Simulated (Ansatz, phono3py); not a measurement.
# Heat carried by phonons in ZnSe (Stilleite, F-43m), part 3 of 3

Wanted: κ(T), lifetimes and mean free paths for ZnSe (Stilleite).

Measurements to reproduce:
- thermal conductivity 19 W/m/K near room temperature (given in “Combining the AFLOW GIBBS and Elastic Libraries to efficiently and robustly screen thermo-mechanical properties of solids”, 2017, arXiv:1611.05714)

Ansatz 0.2.0; DFT LDA, scalar-relativistic, plane waves, PAW.

So far, κ at 300 K (relaxation time) (W/m/K): step 6 (a cheap rung, third order supercell 2×2×2, atoms in the …) 19.3. Also highest frequency (cm⁻¹): step 6 253. The relaxed cell has a = 5.568 Å (conventional setting).

## Step 7: Third-order constants on small settings, third order supercell 3×3×3, atoms in the supercell 54

A small supercell and a short cutoff cost little, and show how far such settings carry.

File input.yaml:

```yaml
crystal:
  lattice:
    - [0.0, 2.783768019, 2.783768019]
    - [2.783768019, 0.0, 2.783768019]
    - [2.783768019, 2.783768019, 0.0]
  atoms:
    - { symbol: Zn, position: [0.0, 0.0, 0.0] }
    - { symbol: Se, position: [0.25, 0.25, 0.25] }
kpoints:
  mp_grid: { grid: [6, 6, 6] }
hamiltonian:
  xc: lda
scf:
  occupations: { method: fixed }
output:
  eigenvalues: true
phonons:
  method: fd
  dielectric: true
  qmesh: [6, 6, 6]
  temperatures: { t_max: 1000, t_step: 50 }
  qpath:
    path:
      - [[0.0, 0.0, 0.0], [-0.5, -0.5, 0.0], [-0.375, -0.375, 0.25]]
      - [[-0.375, 0.0, 0.375], [0.0, 0.0, 0.0], [0.0, 0.0, 0.5], [-0.5, -0.25, 0.25], [-0.5, -0.5, 0.0]]
    npoints: 10
  third_order: { supercell: [3, 3, 3], pair_cutoff: 2.561 }
  lattice_thermal_conductivity:
    qmesh: [19, 19, 19]
    temperatures: [100.0, 150.0, 200.0, 300.0, 400.0, 500.0, 600.0, 800.0]
    isotope_mass_variance:
      - { species: Se, variance: 0.0004628 }
      - { species: Zn, variance: 0.0005982 }
```

Run with:

```bash
$ ansatz run input.yaml --threads 4 --pin off --max-ram 16384MiB --backend cpu --events-out ev --progress --plain --runs-dir out
```

Numbers of over 12 decimals in the logs are rounded to 6 here.

Log:

```text
[...]
Warning: phonons.third_order: as it is cut ahead of every solve, the batch solves 29 displaced supercells where 21 would do. It runs under 24 of the 648 operations that the crystal's space group holds on the batch's supercell: the run's FFT boxes carry no more. The force constants lose no accuracy. For the smaller batch, try basis.xc_grid above 1 where it is 1, a denser FFT box (accuracy: high where it is lower, or a larger basis.ecutrho_ratio), or the same crystal shifted so that one of its atoms lies at the cell's origin: each can bring back operations that the batch needs, and none is sure to; [rest of the remark cut]
[...]
Crystal: 12 atoms, lattice volume = 258.869 Å³
Basis set: ecut = 420 eV, 5083 PW (Γ), FFT grids on a1, −a1+a2+a3, −a1+a3
Bands: 101, of which v1, the nominal top of the filled ones, is band 84 counted from 1 (83 counted from 0)
Symmetry: 12 space group operations
k-points: 16 of 36 (time reversal used)
[...]
SCF iter   1: F=—  HF=-51785.062485 eV  |F-HF|=—  |Δ(HF+E_count)|=         —  Δρ=5.88e-8  dr2=6.67e-12  ethr=1.00e-12  ⟨swp⟩=3.0  Hψ=4118  notcnv=0
[...]
SCF iter   2: F=-51785.062485 eV  HF=-51785.062485 eV  |F-HF|=1.46e-11  |Δ(HF+E_count)|=  7.28e-12  Δρ=3.25e-8  dr2=1.56e-12  ethr=1.00e-12  ⟨swp⟩=4.6  Hψ=5534  notcnv=0
SCF 1 converged in 2 iterations: F = -51785.062485 eV  dr2 = 1.56e-12
[...]
Crystal: 2 atoms, lattice volume = 43.145 Å³
Basis set: ecut = 420 eV, 869 PW (Γ), exchange–correlation on 54×54×54 points (8 copies of the dense FFT grid, shifted against one another)
Bands: 18, of which v1, the nominal top of the filled ones, is band 14 counted from 1 (13 counted from 0)
Symmetry: 24 space group operations
k-points: 46 of 216 (irreducible under 4 space group operations, time reversal used)
[...]
SCF iter   3: F=-8630.843748 eV  HF=-8630.843748 eV  |F-HF|=2.36e-11  |Δ(HF+E_count)|=  4.00e-11  Δρ=1.49e-7  dr2=6.69e-12  ethr=1.00e-12  ⟨swp⟩=2.1  Hψ=2078  notcnv=0
SCF 2 converged in 3 iterations: F = -8630.843748 eV  dr2 = 6.69e-12
[...]
Bands: 15, of which v1, the nominal top of the filled ones, is band 14 counted from 1 (13 counted from 0)
k-points: 60
[...]
Eigensolver: Dense (60 Hₖ)
SCF iter   1: F=—  HF=-8630.849667 eV  |F-HF|=—  |Δ(HF+E_count)|=         —  Δρ=2.47e-4  dr2=3.76e-5  ethr=1.00e-1
[...]
SCF iter   4: F=-8630.849652 eV  HF=-8630.849652 eV  |F-HF|=6.52e-9  |Δ(HF+E_count)|=   6.22e-9  Δρ=4.25e-6  dr2=4.52e-9  ethr=1.36e-9
SCF 1 converged in 4 iterations: F = -8630.849652 eV  dr2 = 4.52e-9
[...]
Symmetry: 2 space group operations
[...]
SCF iter   9: F=-51785.062461 eV  HF=-51785.062461 eV  |F-HF|=1.46e-11  |Δ(HF+E_count)|=  7.28e-12  Δρ=5.54e-8  dr2=5.18e-12  ethr=1.00e-12  ⟨swp⟩=5.8  Hψ=7666  notcnv=0
SCF 2 converged in 9 iterations: F = -51785.062461 eV  dr2 = 5.18e-12
[...]
SCF iter   5: F=-51785.062461 eV  HF=-51785.062461 eV  |F-HF|=1.46e-11  |Δ(HF+E_count)|=  7.28e-12  Δρ=4.59e-8  dr2=2.01e-12  ethr=1.00e-12  ⟨swp⟩=5.5  Hψ=7350  notcnv=0
SCF 3 converged in 5 iterations: F = -51785.062461 eV  dr2 = 2.01e-12
Symmetry: 1 space group operations
k-points: 20 of 36 (time reversal used)
[...]
SCF iter   8: F=-51785.062465 eV  HF=-51785.062465 eV  |F-HF|=2.18e-11  |Δ(HF+E_count)|=  2.18e-11  Δρ=4.73e-8  dr2=5.72e-12  ethr=1.00e-12  ⟨swp⟩=5.5  Hψ=9959  notcnv=0
SCF 4 converged in 8 iterations: F = -51785.062465 eV  dr2 = 5.72e-12
[...]
SCF iter   5: F=-51785.062465 eV  HF=-51785.062465 eV  |F-HF|=0.00e0  |Δ(HF+E_count)|=  7.28e-12  Δρ=4.45e-8  dr2=1.87e-12  ethr=1.00e-12  ⟨swp⟩=5.6  Hψ=9075  notcnv=0
SCF 5 converged in 5 iterations: F = -51785.062465 eV  dr2 = 1.87e-12
[...]
SCF iter   9: F=-51785.062457 eV  HF=-51785.062457 eV  |F-HF|=7.28e-12  |Δ(HF+E_count)|=  2.18e-11  Δρ=2.52e-8  dr2=1.72e-12  ethr=1.00e-12  ⟨swp⟩=4.8  Hψ=7934  notcnv=0
SCF 6 converged in 9 iterations: F = -51785.062457 eV  dr2 = 1.72e-12
[...]
SCF 7 converged in 4 iterations: F = -51785.062457 eV  dr2 = 1.25e-12
[...]
SCF 8 converged in 9 iterations: F = -51785.062459 eV  dr2 = 1.28e-12
[...]
SCF 9 converged in 4 iterations: F = -51785.062459 eV  dr2 = 1.63e-12
Basis set: ecut = 420 eV, 5077 PW (Γ), FFT grids on a1, a2, −3a1−3a2+a3
[...]
SCF 10 converged in 2 iterations: F = -51785.062488 eV  dr2 = 1.66e-12
[...]
SCF 11 converged in 8 iterations: F = -51785.062466 eV  dr2 = 5.47e-12
[...]
SCF 12 converged in 5 iterations: F = -51785.062466 eV  dr2 = 1.77e-12
[...]
SCF 13 converged in 9 iterations: F = -51785.062460 eV  dr2 = 1.22e-12
[...]
SCF 14 converged in 4 iterations: F = -51785.062460 eV  dr2 = 1.48e-12
Basis set: ecut = 420 eV, 5057 PW (Γ), FFT grids on a1, a1+a2, 2a1+a3
k-points: 15 of 36 (time reversal used)
[...]
SCF 15 converged in 2 iterations: F = -51785.062488 eV  dr2 = 1.70e-12
[...]
SCF 16 converged in 10 iterations: F = -51785.062467 eV  dr2 = 2.41e-13
[...]
SCF 17 converged in 5 iterations: F = -51785.062467 eV  dr2 = 1.26e-12
[...]
SCF 18 converged in 9 iterations: F = -51785.062467 eV  dr2 = 4.12e-12
[...]
SCF 19 converged in 5 iterations: F = -51785.062467 eV  dr2 = 1.18e-12
[...]
SCF 20 converged in 9 iterations: F = -51785.062459 eV  dr2 = 1.77e-12
[...]
SCF 21 converged in 4 iterations: F = -51785.062459 eV  dr2 = 1.47e-12
[...]
SCF 22 converged in 9 iterations: F = -51785.062459 eV  dr2 = 1.79e-12
[...]
SCF 23 converged in 4 iterations: F = -51785.062459 eV  dr2 = 1.23e-12
Basis set: ecut = 420 eV, 5067 PW (Γ), FFT grids on a1, 2a1+a2−a3, −a1+a3
k-points: 13 of 36 (time reversal used)
[...]
k-points: 12 of 36 (time reversal used)
[...]
Basis set: ecut = 420 eV, 5111 PW (Γ), FFT grids on a1, a2, −3a1+3a2+a3
Symmetry: 48 space group operations
k-points: 10 of 36
[...]
Basis set: ecut = 420 eV, 5093 PW (Γ), FFT grids on a1, a2, −2a1−2a2+a3
Symmetry: 36 space group operations
k-points: 7 of 36 (time reversal used)
[...]
Crystal: 54 atoms, lattice volume = 1164.911 Å³
Basis set: ecut = 420 eV, 22659 PW (Γ)
Bands: 454, of which v1, the nominal top of the filled ones, is band 378 counted from 1 (377 counted from 0)
k-points: 3 of 8
[...]
Symmetry: 6 space group operations
k-points: 4 of 8
[...]
k-points: 6 of 8
[...]
k-points: 8
[...]
SCF 100 converged in 9 iterations: F = -233032.773158 eV  dr2 = 6.13e-10
[...]
SCF 101 converged in 9 iterations: F = -233032.773378 eV  dr2 = 4.72e-10
[...]
SCF iter   9: F=-233032.774605 eV  HF=-233032.774605 eV  |F-HF|=2.91e-11  |Δ(HF+E_count)|=   2.65e-9  Δρ=2.15e-7  dr2=6.46e-10  ethr=1.00e-12  ⟨swp⟩=4.0  Hψ=11601  notcnv=0
SCF 102 converged in 9 iterations: F = -233032.774605 eV  dr2 = 6.46e-10
[...]
SCF iter   9: F=-233032.776884 eV  HF=-233032.776884 eV  |F-HF|=2.62e-10  |Δ(HF+E_count)|=   1.28e-9  Δρ=1.04e-7  dr2=1.67e-10  ethr=1.00e-12  ⟨swp⟩=5.2  Hψ=7167  notcnv=0
SCF 103 converged in 9 iterations: F = -233032.776884 eV  dr2 = 1.67e-10
[...]
SCF iter   9: F=-233032.771190 eV  HF=-233032.771190 eV  |F-HF|=0.00e0  |Δ(HF+E_count)|=   3.14e-9  Δρ=2.09e-7  dr2=5.83e-10  ethr=1.00e-12  ⟨swp⟩=4.2  Hψ=11228  notcnv=0
SCF 104 converged in 9 iterations: F = -233032.771190 eV  dr2 = 5.83e-10
[...]
SCF iter   9: F=-233032.776216 eV  HF=-233032.776216 eV  |F-HF|=2.91e-11  |Δ(HF+E_count)|=   2.82e-9  Δρ=2.03e-7  dr2=5.77e-10  ethr=1.00e-12  ⟨swp⟩=4.2  Hψ=11596  notcnv=0
SCF 105 converged in 9 iterations: F = -233032.776216 eV  dr2 = 5.77e-10
[...]
SCF iter   9: F=-233032.777749 eV  HF=-233032.777749 eV  |F-HF|=5.82e-11  |Δ(HF+E_count)|=   1.05e-9  Δρ=9.53e-8  dr2=1.36e-10  ethr=1.00e-12  ⟨swp⟩=5.2  Hψ=11237  notcnv=0
SCF 106 converged in 9 iterations: F = -233032.777749 eV  dr2 = 1.36e-10
[...]
SCF iter   9: F=-233032.767619 eV  HF=-233032.767619 eV  |F-HF|=1.16e-10  |Δ(HF+E_count)|=   3.03e-9  Δρ=1.91e-7  dr2=5.79e-10  ethr=1.00e-12  ⟨swp⟩=3.2  Hψ=11516  notcnv=0
SCF 107 converged in 9 iterations: F = -233032.767619 eV  dr2 = 5.79e-10
[...]
SCF iter   9: F=-233032.772947 eV  HF=-233032.772947 eV  |F-HF|=1.46e-10  |Δ(HF+E_count)|=   3.61e-9  Δρ=2.08e-7  dr2=6.32e-10  ethr=1.00e-12  ⟨swp⟩=4.1  Hψ=15439  notcnv=0
SCF 108 converged in 9 iterations: F = -233032.772947 eV  dr2 = 6.32e-10
[...]
SCF iter   9: F=-233032.774681 eV  HF=-233032.774681 eV  |F-HF|=2.91e-11  |Δ(HF+E_count)|=   3.61e-9  Δρ=1.97e-7  dr2=5.37e-10  ethr=1.00e-12  ⟨swp⟩=3.9  Hψ=15348  notcnv=0
SCF 109 converged in 9 iterations: F = -233032.774681 eV  dr2 = 5.37e-10
[...]
SCF iter   9: F=-233032.774398 eV  HF=-233032.774398 eV  |F-HF|=1.75e-10  |Δ(HF+E_count)|=   3.58e-9  Δρ=2.11e-7  dr2=6.60e-10  ethr=1.00e-12  ⟨swp⟩=4.0  Hψ=11983  notcnv=0
SCF 110 converged in 9 iterations: F = -233032.774398 eV  dr2 = 6.60e-10
[...]
SCF iter   9: F=-233032.773283 eV  HF=-233032.773283 eV  |F-HF|=8.73e-11  |Δ(HF+E_count)|=   3.38e-9  Δρ=1.92e-7  dr2=5.14e-10  ethr=1.00e-12  ⟨swp⟩=4.0  Hψ=11027  notcnv=0
SCF 111 converged in 9 iterations: F = -233032.773283 eV  dr2 = 5.14e-10
SCF converged after 2 iterations
Free energy (F): -51785.062485 eV
[...]
Internal energy: -51785.062485 eV  (E = F + TS)
E sigma→0 (E₀):  -51785.062485 eV
Fermi energy:    7.211396 eV
[...]
--- Band table (eV; the first three rows and the last of 16) ---
  k-point 0: bands = [... 80 lower, 6.4609, 7.2114, 7.2114, 7.2114, 8.4588, 9.8093, 9.8093, 9.9017, ... 13 higher]
  k-point 1: bands = [... 80 lower, 6.4437, 6.4609, 6.4609, 6.7895, 9.8093, 10.3764, 10.5512, 10.8042, ... 13 higher]
  k-point 2: bands = [... 80 lower, 6.9302, 6.9302, 6.9302, 6.9302, 9.6575, 9.6575, 9.7502, 9.7502, ... 13 higher]
  k-point 15: bands = [... 80 lower, 5.5234, 5.5234, 5.8325, 5.8325, 10.8042, 10.8042, 11.4907, 11.4907, ... 13 higher]
--- Phonons: 63 displaced members + 10 references (amplitude of the first 0.0025 Å, Σ member SCF iterations 422) ---
  ASR residual: 4.822e-4 → 0.000e0 eV/Å²; symmetrization residual: 7.040e-5 eV/Å²
  largest component of a force at the reference: 5.0e-6 eV/Å
  ASR residual per site (eV/Å²): 4.82e-4 1.33e-4
  Γ frequencies (cm⁻¹): 0.00 0.00 0.00 217.83 217.83 217.83
[...]
ε∞ (high-frequency dielectric tensor):
        7.518507     0.000000    -0.000000
        0.000000     7.518507     0.000000
       -0.000000     0.000000     7.518507
[...]
Born effective charges Z* (e; rows j = field, columns β = displacement):
    site 0:
         1.97286   -0.00000   -0.00000
        -0.00000    1.97286    0.00000
        -0.00000    0.00000    1.97286
    site 1:
        -1.97286    0.00000    0.00000
         0.00000   -1.97286   -0.00000
         0.00000   -0.00000   -1.97286
  Z* charge neutrality: 2.548e-4 e pre-enforcement
[...]
optical modes at Γ without the LO–TO term, one row a degenerate level:
      ω (cm⁻¹)  modes    IR ((D/Å)²/amu)
        217.83      3             7.5315
  optical modes at Γ + LO–TO along q̂ = [1.0000, 0.0000, 0.0000]:
      ω (cm⁻¹)  modes    IR ((D/Å)²/amu)
        217.83      2             5.0210
        252.89      1             2.5105
  optical modes at Γ + LO–TO along q̂ = [0.0000, 1.0000, 0.0000]:
      ω (cm⁻¹)  modes    IR ((D/Å)²/amu)
        217.83      2             5.0210
        252.89      1             2.5105
  optical modes at Γ + LO–TO along q̂ = [0.0000, 0.0000, 1.0000]:
      ω (cm⁻¹)  modes    IR ((D/Å)²/amu)
        217.83      2             5.0210
        252.89      1             2.5105
--- Phonons (by wavevector): 16 wavevectors in 10 supercells ---
  supercell 1 (6 cells, vectors [1, 0, 0], [0, 3, -3], [0, 0, 2] in multiples of the cell's): 8 displaced members by 0.0025 Å; free energy -51785.062485 eV; taken off its force constants: by the sum rule 6.2e-4, by the symmetrisation 5.6e-5 eV/Å²
[...]
q = [0.0000, 0.0000, 0.0000] (star 1, supercell 1; hermiticity 4.99e-17, symmetrization 1.08e-6): -0.00 0.00 0.00 217.83 217.83 217.83
[...]
joined force constants: q→R imaginary residual 5.19e-19
[...]
26 force-constant blocks with the first atom in the home cell, fitted with 10 parameters over 4 symmetry orbits; no atom triplet left out
[...]
100.00           84.6208         84.5516           6          converged          8.316e-1
      150.00           51.4564         51.7259           6          converged          8.211e-1
      200.00           37.5407         37.8701           6          converged          8.092e-1
      300.00           24.7751         25.0834           6          converged          7.947e-1
      400.00           18.6372         18.9035           6          converged          7.864e-1
      500.00           14.9851         15.2159           6          converged          7.809e-1
      600.00           12.5515         12.7540           6          converged          7.769e-1
      800.00            9.5010          9.6630           7          converged          7.656e-1
```

Run time: 64 min. Hardware: 4 threads of Arm Neoverse V1, shared host; peak memory 11 GiB; 4.2 h of CPU time.

Numbers from this step:

* zero-point energy: 0.05944 eV/cell
* κ at 300 K (relaxation time): 24.78 W/m/K
* κ at 300 K (full solution): 25.08 W/m/K
* mean free path at half of κ: 287 nm
* share of κ above the three lowest branches: 0.026
* largest relative sum-rule correction: 0.04625

W/m/K. Kappa, by row:

```tsv
T (K)	RTA xx	RTA yy	RTA zz	full xx	full yy	full zz	coherence part xx	coherence part yy	coherence part zz	ending	iterations	least Ritz value
100	84.62	84.62	84.62	84.55	84.55	84.55	0.01317	0.01317	0.01317	converged	6	0.832
150	51.46	51.46	51.46	51.73	51.73	51.73	0.02261	0.02261	0.02261	converged	6	0.821
200	37.54	37.54	37.54	37.87	37.87	37.87	0.03031	0.03031	0.03031	converged	6	0.809
300	24.78	24.78	24.78	25.08	25.08	25.08	0.04299	0.04299	0.04299	converged	6	0.795
400	18.64	18.64	18.64	18.9	18.9	18.9	0.0537	0.0537	0.0537	converged	6	0.786
500	14.99	14.99	14.99	15.22	15.22	15.22	0.06316	0.06316	0.06316	converged	6	0.781
600	12.55	12.55	12.55	12.75	12.75	12.75	0.07167	0.07167	0.07167	converged	6	0.777
800	9.501	9.501	9.501	9.663	9.663	9.663	0.0864	0.0864	0.0864	converged	7	0.766
```

This rung gives 24.8 W/(m K) at 300 K by relaxation time, but with 54 atoms, 1 neighbour distance inside the cutoff and a 19×19×19 mesh it is a test, not the conductivity of the crystal.

## Step 8: The ladder

Ladder, by row:

```tsv
cells or q mesh	k mesh	pair cutoff	atoms in the supercell	q-mesh of the transport sums	κ at 300 K (relaxation time) (W/m/K)	κ at 300 K (full solution) (W/m/K)	core-minutes
2x2x2	6x6x6	2.561	16	11×11×11	19.31	19.53	38.7
6x6x6	6x6x6	2.561	54	19×19×19	24.78	25.08	251.8
```

## Step 9: Summary of results

```yaml
conductivity: not obtained on sound settings
```

**Reading.** No conductivity was obtained: no run with a large enough supercell and cutoff finished.

Calculation against experiment:

```
             quantity  measured           LDA
Raman mode, TO (cm⁻¹)       207  218 (+5.2 %)
```

Measured values from arxiv:2008.07187 (2020).

How well it matches: The Raman mode is off by +5.2 %: fair agreement. The grades are ours: good and fair within 3 and 7 % for the Raman mode. For Raman mode the calculation has a static lattice, without zero-point motion or thermal expansion.

[Logs are printed without paths, hosts, clocks, repeated set-up lines and the standing remarks that a program may print on its own settings, such as how far it seeks lower states.]

[Hosts, paths, dates, database ids (printed as entryN), source tags and the programs' standing remarks are cut or masked in the printed files.]

[A step with changed settings may run another functional than the one named; its input shows which.]
